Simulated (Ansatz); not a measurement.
# What SnO (model cell, started as CsCl type) distorts into, part 3 of 3

Which phase does SnO (model cell, started as CsCl type) fall into along its unstable mode, and how much energy does it gain?

Ansatz 0.2.0; DFT PBEsol, scalar-relativistic, plane waves, PAW.

So far. Step 4 (The mode frozen in, largest atomic shift 0.45 Å): The run ends at a pressure of 4.29 GPa, with forces up to 0.22 eV/Å. Step 5 (Energy along the mode, all amplitudes (two of the runs …): The lowest of the steps tried is at 0.45 Å, 73.4 meV/atom below the parent; the bottom of the well need not coincide with a step.

The structure was built from a prototype and need not be the compound's stable phase.

**6. Relaxation from the frozen mode (continued)**

Electrostatic potential energy in the ab plane at fractional z = 0.000, with atoms of Sn and O within 0.2 Å of it. With pseudopotentials it is smooth inside the atoms' cores, unlike the true potential.

Ten even steps from '_' (-32 eV) to '@' (34 eV):
```
@@@@@@++----++++++++----++@@@@
@@@@%%++----++++++++----++%%@@
@@%%**----==++****++==----**%%
++++------++++****++++------++
--------++++********++++------
--====++++**++====++**++++====
++++++++**==::....::==**++++++
********++::________::++******
********==..________..==******
********==..________..==******
********++::________::++******
##**##****==::....::==****##**
########****++====++****######
##########************########
##############****############
****########################**
********################******
************########**********
******************************
******************************
++++++********************++++
======++++************++++====
------==++++********++++==----
++++==----++++****++++----==++
@@%%**==--==++++++++==--==**%%
@@@@%%++----++++++++----++%%@@
```
Columns run along a (2.9 Å; values clipped at the 3rd and 97th percentile), rows up along b (5.1 Å). Atoms in or near the plane, at fractional coordinates: Sn at (0.00, 0.96), O at (0.50, 0.63).

The distorted start has space group Pmma; the relaxation ends in Pmma.

**7. The new phase in its own primitive cell**

The relaxed structure is symmetrised, reduced to its primitive cell and relaxed tightly, as its phonons need.

input.yaml

```yaml
crystal:
  lattice:
    - [4.5035464308, 0.0, 0.0]
    - [0.0, 2.9224650691, 0.0]
    - [0.0, 0.0, 5.1022187871]
  atoms:
    - { symbol: Sn, position: [0.75, 0.0, 0.7111059391] }
    - { symbol: Sn, position: [0.25, 0.0, 0.2888940609] }
    - { symbol: O, position: [0.25, 0.5, 0.6196402419] }
    - { symbol: O, position: [0.75, 0.5, 0.3803597581] }
kpoints:
  mp_grid: { grid: [8, 12, 8] }
hamiltonian:
  xc: pbesol
scf:
  occupations: { method: methfessel_paxton, width: 0.15 }
output:
  forces: true
  stress: true
  eigenvalues: true
relax:
  adjacent_minimum: "off"
  f_tol: 0.001
  max_steps: 60
  cell: { stress_tol: 0.01 }
```

Launch:

```
$ ansatz run input.yaml --threads 4 --pin off --max-ram 7168MiB --backend cpu --events-out ev --progress --plain --runs-dir out
```

Numbers of over 12 decimals in the logs are rounded to 6 here.

The log of the run:

```text
[...]
Crystal: 4 atoms, lattice volume = 67.153 Å³
Basis set: ecut = 420 eV, 1299 PW (Γ), exchange–correlation on 64×40×72 points (8 copies of the dense FFT grid, shifted against one another)
Bands: 24, of which v1, the nominal top of the filled ones, is band 20 counted from 1 (19 counted from 0)
Symmetry: 8 space group operations
[...]
k-points: 175 of 768
[...]
--- Relaxed structure (5 steps of the walk, 5 accepted, 1 SCFs on fresh bases) ---
[...]
cell:  # Å, volume = 67.1525 Å³
    - [4.500401, 0.0, 0.0]
    - [0.0, 2.922096, 0.0]
    - [0.0, 0.0, 5.106421]
  atoms:
    - { symbol: Sn, position: [0.750000, 0.0, 0.711039] }
    - { symbol: Sn, position: [0.25, 0.0, 0.288961] }
    - { symbol: O, position: [0.25, 0.500000, 0.619661] }
    - { symbol: O, position: [0.750000, 0.500000, 0.380339] }
[key lines of the parts left out:]
SCF converged after 6 iterations
Free energy (F): -13019.078794 eV
Fermi energy:    9.759045 eV
P = ⅓ Tr σ = -0.0015 GPa (-0.015 kbar)
```

Run time: 19 s. Hardware: 4 threads of Arm Neoverse V2, shared host; peak memory 0.53 GiB; 72 s of CPU time.

Little changed from the start: no atom moved by 0.005 Å and no cell edge by 0.1 %.

This step gave:

| Property | Result |
| --- | --- |
| pressure | -0.001511 GPa |

The largest force component left is 0.64 meV/Å and the pressure is -0.002 GPa, within the tolerances set. The cell now holds 16.79 Å³/atom.

**8. Modes of the new phase, k-mesh 8×12×8**

A relaxed structure may still be a saddle point, so its zone-centre modes are computed. No field response is asked, since the mesh shows no gap.

input.yaml, the sections that differ from step 7:

```yaml
crystal:
  lattice:
    - [4.5004014198, 0.0, 0.0]
    - [0.0, 2.9220962553, 0.0]
    - [0.0, 0.0, 5.1064207558]
  atoms:
    - { symbol: Sn, position: [0.75, 0.0, 0.7110391927] }
    - { symbol: Sn, position: [0.25, 0.0, 0.2889608073] }
    - { symbol: O, position: [0.25, 0.5, 0.6196614694] }
    - { symbol: O, position: [0.75, 0.5, 0.3803385306] }
output:
  eigenvalues: true
phonons:
  method: dfpt
# kpoints, hamiltonian, scf: as in step 7
# relax: removed
```

The log of the run:

```text
zone centre: on kpoints.mp_grid the ground state, and the responses unless they are solved on pairs of k-points, stand on 175 of the mesh's 768 k-points, reduced under 4 symmetry operations, with k and −k counted as one. Each operation leaves every solved displacement unchanged or reverses it
[...]
Crystal: 4 atoms, lattice volume = 67.153 Å³
Basis set: ecut = 420 eV, 1307 PW (Γ), exchange–correlation on 64×40×72 points (8 copies of the dense FFT grid, shifted against one another)
Bands: 24, of which v1, the nominal top of the filled ones, is band 20 counted from 1 (19 counted from 0)
Symmetry: 8 space group operations
k-points: 175 of 768 (irreducible under 4 space group operations, time reversal used)
[...]
SCF iter   1: F=—  HF=-13019.114373 eV  |F-HF|=—  |Δ(HF+E_count)|=         —  Δρ=1.60e-2  dr2=1.61e-1  ethr=1.77e-3  ⟨swp⟩=5.4  Hψ=18885  notcnv=0
[...]
SCF iter  10: F=-13019.078794 eV  HF=-13019.078794 eV  |F-HF|=7.28e-12  |Δ(HF+E_count)|=  9.09e-12  S|Δr|=    0.00e0  Δρ=8.52e-8  dr2=5.14e-12  ethr=1.00e-12  ⟨swp⟩=6.2  Hψ=19672  notcnv=0
SCF 1 converged in 10 iterations: F = -13019.078794 eV  dr2 = 5.14e-12
[...]
DFPT response loops at Γ: preconditioner auto → Kerker (q_TF=auto, 2.503 Å⁻¹) (partly filled bands, converged f_vac=0.000); β = 1.00, the filter's whole step (`scf.mixing.beta` (0.50) is not read by the response loops under this deck's `scf.mixing.preconditioner`; to damp them name `kerker` or `kerker_dos`, under which they read `scf.mixing.beta`, and type it under 1.00, their step now; both keys bind the ground state too); Broyden in place of MSR1
SCF converged after 10 iterations
[...]
Free energy (F): -13019.078794 eV
[...]
Internal energy: -13019.078922 eV  (E = F + TS)
E sigma→0 (E₀):  -13019.078826 eV
Entropy (-TS):   0.000128 eV (0.032 meV/atom)
Fermi energy:    9.759045 eV
[...]
--- Band table (eV; the first three rows and the last of 175) ---
  k-point 0: bands = [... 16 lower, 7.0317, 7.7136, 8.0051, 8.5732, 12.1125, 12.9734, 14.9433, 17.3298]
  k-point 1: bands = [... 16 lower, 7.0370, 7.6702, 8.0063, 8.6325, 12.0386, 12.9304, 14.9076, 16.5454]
  k-point 2: bands = [... 16 lower, 7.0495, 7.5626, 8.0084, 8.6992, 11.9595, 12.8334, 14.8422, 15.2778]
  k-point 174: bands = [... 16 lower, 7.2367, 7.2367, 7.9160, 7.9160, 11.8301, 11.8301, 13.7549, 13.7549]
--- Phonons (Γ-DFPT): 6 representative perturbations + reference, on 175 of 768 k-points (Σ response iterations 20) ---
  k mesh reduced under 4 symmetry operations, with k and −k counted as one. Each operation leaves every solved displacement unchanged or reverses it
  ASR residual: 4.918e-5 → 0.000e0 eV/Å²; symmetrization residual: 5.393e-6 eV/Å²
  ASR residual per site (eV/Å²): 4.92e-5 4.92e-5 7.79e-6 7.79e-6
  Γ frequencies (cm⁻¹): -230.92 -206.73 -109.47 0.00 0.00 0.00 77.45 81.85 168.47 365.13 369.85 412.08
  non-analytic LO–TO correction: not included (Born effective charges unavailable; polar crystals: no LO–TO splitting at Γ)
```

Elapsed: 44 s, on 4 threads; peak memory 1.2 GiB; 2.7 min of CPU time.

This step gave:

* sum-rule residual before enforcement: 4.92e-5 eV/Å²
* point group: mmm
* highest optical mode at the zone centre (no LO-TO term): 412.1 cm⁻¹
* lowest optical zone-centre mode: -230.9 cm⁻¹

Patterns of degenerate modes are one choice out of their space. The modes at Γ (shares of kinetic energy by element, %) (negative means imaginary):

| mode | frequency (cm⁻¹) | symmetry | Sn % | O % |
| --- | --- | --- | --- | --- |
| 1 | -230.9 | B3g | 15 | 85 |
| 2 | -206.7 | B3u | 12 | 88 |
| 3 | -109.5 | B2u | 12 | 88 |
| 4 | 0.0 | acoustic | 88 | 12 |
| 5 | 0.0 | acoustic | 88 | 12 |
| 6 | 0.0 | acoustic | 88 | 12 |
| 7 | 77.5 | B3g | 85 | 15 |
| 8 | 81.8 | B2g | 99 | 1 |
| 9 | 168.5 | Ag | 95 | 5 |
| 10 | 365.1 | B1u | 12 | 88 |
| 11 | 369.9 | Ag | 5 | 95 |
| 12 | 412.1 | B2g | 1 | 99 |

Displacements in mode 1 (-230.9 cm⁻¹), the largest set to 1:
```
Sn1  0.00  0.16  0.00
Sn2  0.00 -0.16  0.00
O3   0.00 -1.00  0.00
O4   0.00  1.00  0.00
```

Displacements in mode 3 (-109.5 cm⁻¹), the largest set to 1:
```
Sn1  0.00 -0.13  0.00
Sn2  0.00 -0.13  0.00
O3   0.00  1.00  0.00
O4   0.00  1.00  0.00
```

Before it was imposed, the acoustic sum rule was missed by 4.9e-5 eV/Å². Small misses are needed for a sound result but don't prove that mesh and cutoff are converged. The lowest optical mode is imaginary, 230.9i cm⁻¹, so the energy falls along it.

**9. What came out**

```yaml
unstable_mode_of_the_parent: q = (0, -0.5, -0.5), 283i cm⁻¹
depth_at_the_lowest_point_sampled: 73.4 meV/atom
largest_atomic_shift_at_that_point: 0.45 Å
space_group_reached_within_0p01_a: Pmma
energy_gained_over_the_parent_first_relaxation_on_the_mesh_of_the_frozen_mode: 161 meV/atom
volume_per_atom_phase_reached: 16.8 Å³
lowest_optical_zone_centre_mode_phase_reached: -231 cm⁻¹
highest_optical_mode_at_the_zone_centre_no_lo_to_term_phase_reached: 412 cm⁻¹
```

What this shows: Along this mode the structure falls into Pmma, 161 meV/atom below the parent. At the parent's cell the well is 73.38 meV/atom deep on the steps tried, with its lowest point at a shift of 0.45 Å. Relaxing atoms and cell changes the gain by +87.63 meV/atom against the lowest step (energies at zero smearing). The new phase still has an imaginary mode at the zone centre of its cell, so it is a saddle point on the way to a lower structure. Of the 6 patterns followed to their end from this parent, this one ends 230 meV/atom above the lowest, R3m. Each path keeps the symmetry of its pattern, so a lower phase may lie along a pattern not tried. With no gap, or one that is small against the smearing, the frequencies hang on the k mesh and the smearing, most of all near Kohn anomalies. A semilocal functional can close a gap that the real compound would have, so the metallic treatment may be an artefact of the level. Spin-orbit coupling is left out, which can matter for the heavy elements here. The starting cell was built on a prototype and not taken from a measurement, so the phase need not exist.

[Logs are printed without paths, hosts, clocks, repeated set-up lines and the standing remarks that a program may print on its own settings, such as how far it seeks lower states.]

[Hosts, paths, dates, database ids (printed as entryN), source tags and the programs' standing remarks are cut or masked in the printed files.]
